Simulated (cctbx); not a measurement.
# MnCuAg2F6 across an absorption edge

Space group Fm-3m (no. 225), a = 7.7170 Å, b = 7.7170 Å, c = 7.7170 Å, α = 90.00°, β = 90.00°, γ = 90.00°.

| atom | mult. | x | y | z | Ueq (Å²) |
| --- | --- | --- | --- | --- | --- |
| Ag1 | 8 | 1/4 | 1/4 | 3/4 | 0.0110 |
| Cu1 | 4 | 1/2 | 0 | 0 | 0.0160 |
| Mn1 | 4 | 0 | 0 | 0 | 0.0097 |
| F1 | 24 | 0.2391 | 0 | 0 | 0.0098 |

The model was made for the exercise: a known structure type with other elements put in, its volume estimated, not relaxed; displacement parameters are assumed.

Calculated with cctbx: free-atom f′ and f″ from the Sasaki tables, no fine structure; amplitudes in electrons.

| E (eV) | F 1 1 1 | F 3 3 3 | F 1 3 1 | F 0 4 2 |
| --- | --- | --- | --- | --- |
| 8379 | 9.3 | 25.1 | 13.6 | 85.3 |
| 8729 | 11.1 | 21.7 | 10.5 | 87.3 |
| 8859 | 13.4 | 19.1 | 8.5 | 89.6 |
| 8919 | 15.8 | 16.8 | 7.5 | 91.9 |
| 8949 | 18.3 | 14.5 | 7.3 | 94.4 |
| 8964 | 21.0 | 12.3 | 8.2 | 96.9 |
| 8971 | 23.4 | 10.5 | 9.6 | 99.2 |
| 8975 | 26.0 | 8.8 | 11.5 | 101.7 |
| 8983 | 26.6 | 7.0 | 11.4 | 101.4 |
| 8987 | 23.4 | 9.2 | 8.9 | 98.4 |
| 8994 | 20.7 | 11.3 | 7.0 | 95.8 |
| 9009 | 17.7 | 13.8 | 5.8 | 92.9 |
| 9039 | 14.9 | 16.3 | 5.9 | 90.1 |
| 9129 | 11.2 | 19.6 | 7.9 | 86.2 |
| 9379 | 7.6 | 23.2 | 11.0 | 81.6 |

**Question.** Which edge is crossed, and why do the reflections move as they do?

The K edge of Cu. The edge is at 8979 eV. f′ of Cu falls from -4.0 e at 8859 eV to -7.5 e at 4 eV below it, and f″ steps from 0.48 to 3.90 e across it. Over that approach |F| changes by +94 % (1 1 1), -54 % (3 3 3), +35 % (1 3 1) and +14 % (0 4 2): a reflection falls where Cu scatters in phase with the total and rises where it scatters against it; it hardly moves where the Cu term is small or cancels by symmetry. Above the edge the larger f″ enters the imaginary part, where it can add to or cancel the other atoms' f″. The structure is centrosymmetric, so Friedel mates stay equal.
